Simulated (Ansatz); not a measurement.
# NaGeF3 (model cell, started as cubic perovskite with Ge in the octahedra): a soft mode frozen in, part 3 of 3

Aim: this structure of NaGeF3 (model cell, started as cubic perovskite with Ge in the octahedra) is to be tested for unstable modes, and one is followed downhill.

Ansatz 0.2.0; DFT PBEsol, scalar-relativistic, plane waves, PAW; PAW set soft_1.

So far. Step 4 (The mode frozen in, largest atomic shift 0.22 Å): The run ends at a pressure of 0.94 GPa, with forces up to 0.29 eV/Å. Step 5 (Energy along the mode, all amplitudes (two of the runs …): The lowest of the steps tried is at 0.22 Å, 14.4 meV/atom below the parent; the bottom of the well need not coincide with a step.

The structure was built from a prototype and need not be the compound's stable phase.

## 6. Relaxation from the frozen mode (continued)

The steps of the relaxation (22 of 32):

```tsv
step	energy less that of the first step (eV)	largest force component (eV/Å)	pressure (GPa)	volume (Å³)
1	0.0000	0.2276	0.94	163.57
2	-0.0981	0.3278	-0.53	166.96
4	-0.3761	0.3186	-1.26	166.78
5	-0.5486	0.3442	0.20	161.80
7	-0.7814	0.1890	0.24	153.32
8	-0.8014	0.0259	0.07	151.23
10	-0.8017	0.0059	-0.03	151.75
11	-0.8018	0.0104	0.03	151.68
13*	-0.9670	0.0055	1.35	151.71
14	-1.0242	0.0306	0.77	154.07
16	-1.0766	0.0255	0.05	158.90
17	-1.0765	0.0129	0.02	159.01
19	-1.0765	0.0001	0.00	159.02
20*	-1.1184	0.0013	0.43	159.02
22	-1.1248	0.0263	0.08	163.75
23	-1.1241	0.0080	-0.03	164.07
25*	-1.1388	0.0012	0.06	163.96
26	-1.1380	0.0207	0.06	165.07
28	-1.1374	0.0002	0.00	165.47
29*	-1.1405	0.0004	0.01	165.47
31	-1.1399	0.0003	0.00	165.87
32*	-1.1406	0.0004	0.00	165.87
```

Relaxation steps marked * repeat the geometry before them on a plane-wave basis chosen anew for their cell, so energy and pressure can jump there. Other such steps can lie between the rows shown. Relaxation step 11 was tried and not accepted.

Forces are held to the 4 operations that the run works with; a distortion that breaks them can't arise in this run.

```tsv
cell as run	before	after	change
a (Å)	4.341	4.680	+7.8 %
b (Å)	4.341	4.679	+7.8 %
c (Å)	8.681	8.619	-0.7 %
γ (°)	90.00	118.49	+31.7 %
volume (Å³/atom)	16.36	16.59	+1.4 %
```

The atoms that moved most (Å, as changes of fractional coordinates times the final cell):

```tsv
atom	dx	dy	dz	length
F7	0.524	-0.373	0.000	0.643
F8	-0.524	0.373	0.000	0.643
F10	0.241	-0.533	0.000	0.585
F9	-0.241	0.533	0.000	0.585
Ge3	-0.080	-0.060	0.000	0.100
Ge4	0.080	0.060	0.000	0.100
```

This step gave:

- pressure: 0.003002 GPa
- gap on the k-mesh: 3.850 eV
- volume per atom: 16.59 Å³

The distorted start has space group P2_1/m; the relaxation ends in Cmcm.

## 7. The new phase in its own primitive cell

The relaxed structure is symmetrised, reduced to its primitive cell and relaxed tightly, as its phonons need.

Contents of input.yaml:

```yaml
crystal:
  lattice:
    - [4.0213400362, -2.3928790632, 0.0]
    - [4.0213400362, 2.3928790632, 0.0]
    - [0.0, 0.0, 8.6185477336]
  atoms:
    - { symbol: Na, position: [0.0, 0.0, 0.0] }
    - { symbol: Na, position: [0.0, 0.0, 0.5] }
    - { symbol: Ge, position: [0.5170339848, 0.4829660152, 0.25] }
    - { symbol: Ge, position: [0.4829660152, 0.5170339848, 0.75] }
    - { symbol: F, position: [0.5, 0.5, 0.0] }
    - { symbol: F, position: [0.5, 0.5, 0.5] }
    - { symbol: F, position: [0.0751833384, 0.6164927332, 0.25] }
    - { symbol: F, position: [0.9248166616, 0.3835072668, 0.75] }
    - { symbol: F, position: [0.3835072668, 0.9248166616, 0.25] }
    - { symbol: F, position: [0.6164927332, 0.0751833384, 0.75] }
kpoints:
  mp_grid: { grid: [6, 6, 4] }
hamiltonian:
  xc: pbesol
  pseudopotentials: { kind: paw, azcp: { folder: soft_1 }, xc_functional: pbe }
scf:
  occupations: { method: fixed }
output:
  forces: true
  stress: true
  eigenvalues: true
relax:
  adjacent_minimum: "off"
  f_tol: 0.001
  max_steps: 60
  cell: { stress_tol: 0.01 }
```

The run is started by

```sh
ansatz run input.yaml --threads 8 --pin off --max-ram 16384MiB --backend cpu --events-out ev --progress --plain --runs-dir out
```

Numbers of over 12 decimals in the logs are rounded to 6 here.

Output:

```text
[...]
Crystal: 10 atoms, lattice volume = 165.865 Å³
Basis set: ecut = 420 eV, 3243 PW (Γ), exchange–correlation on 64×64×120 points (8 copies of the dense FFT grid, shifted against one another)
Bands: 54, of which v1, the nominal top of the filled ones, is band 44 counted from 1 (43 counted from 0)
Symmetry: 8 space group operations
[...]
k-points: 39 of 144
[...]
- { symbol: Ge, position: [0.517006, 0.482994, 0.250000] }
    - { symbol: Ge, position: [0.482994, 0.517006, 0.750000] }
    - { symbol: F, position: [0.5, 0.5, 0] }
    - { symbol: F, position: [0.5, 0.5, 0.500000] }
    - { symbol: F, position: [0.075283, 0.616718, 0.250000] }
    - { symbol: F, position: [0.924717, 0.383282, 0.750000] }
    - { symbol: F, position: [0.383282, 0.924717, 0.250000] }
    - { symbol: F, position: [0.616718, 0.075283, 0.750000] }
[key lines of the parts left out:]
SCF converged after 5 iterations
Free energy (F): -16267.282073 eV
Fermi energy:    2.781450 eV
P = ⅓ Tr σ = 0.0011 GPa (0.011 kbar)
```

Wall time 16 s (8 threads of Arm Neoverse V1, shared host); peak memory 0.84 GiB.

Little changed from the start: no atom moved by 0.005 Å and no cell edge by 0.1 %.

Numbers from this step:

- pressure: 0.001055 GPa
- direct gap on mesh: 4.196 eV

The largest force component left is 0.41 meV/Å and the pressure is 0.001 GPa, within the tolerances set. The cell now holds 16.59 Å³/atom.

## 8. The phases reached

The phases reached along the modes that were followed are set side by side.

Energies are those of the first relaxation, on the mesh of the frozen mode; space group, volume and gap are those of the last relaxation. Phases, by row:

```tsv
mode frozen in	space group	energy from parent (meV/atom)	volume (Å³/atom)	gap on mesh (eV)	lowest zone-centre optical mode (cm⁻¹)	largest shift (Å)
parent	Pm-3m	0	16.36	1.303	–	–
q = (0, 0, 0), 238i cm⁻¹	P4mm	-124.6	20.15	3.757	-162.9	1.042
q = (0, 0, 0), 238i cm⁻¹	R3m	-137.9	17.07	4.668	42.5	0.545
q = (0, 0, 0), 238i cm⁻¹	Amm2	-130.3	16.63	4.13	-142.7	0.762
q = (0, 0, -0.5), 226i cm⁻¹	Cmcm	-128.4	16.6	3.851	–	0.778
q = (0, 0, -0.5), 226i cm⁻¹	Pmma	-34.24	16.57	2.495	–	0.416
q = (0, 0, -0.5), 226i cm⁻¹	Cmcm	-128.4	16.59	3.85	–	0.779
```

## 9. What came out

```json
{"unstable mode of the parent": "q = (0, 0, -0.5), 226i cm⁻¹", "depth at the lowest point sampled": "14.4 meV/atom", "largest atomic shift at that point": "0.22 Å", "space group reached (within 0.01 Å)": "Cmcm", "energy gained over the parent (first relaxation, on the mesh of the frozen mode)": "128 meV/atom", "volume per atom, phase reached": "16.6 Å³", "gap on the k-mesh, phase reached": "3.85 eV"}
```

What this shows: Along this mode the structure falls into Cmcm, 128 meV/atom below the parent. At the parent's cell the well is 14.36 meV/atom deep on the steps tried, with its lowest point at a shift of 0.22 Å. Relaxing atoms and cell changes the gain by +114.06 meV/atom against the lowest step (energies at zero smearing). Most of the total comes from this relaxation. The modes of the phase reached were not computed on this path. Of the 6 patterns followed to their end from this parent, this one ends 9.45 meV/atom above the lowest, R3m. Each path keeps the symmetry of its pattern, so a lower phase may lie along a pattern not tried. The q mesh stands for a supercell only 8.7 Å across, so branches between the solved wavevectors are rough. The PAW files were made for PBE and serve the other functionals too. The starting cell was built on a prototype and not taken from a measurement, so the phase need not exist.

[Logs are printed without paths, hosts, clocks, repeated set-up lines and the standing remarks that a program may print on its own settings, such as how far it seeks lower states.]

[Hosts, paths, dates, database ids (printed as entryN), source tags and the programs' standing remarks are cut or masked in the printed files.]
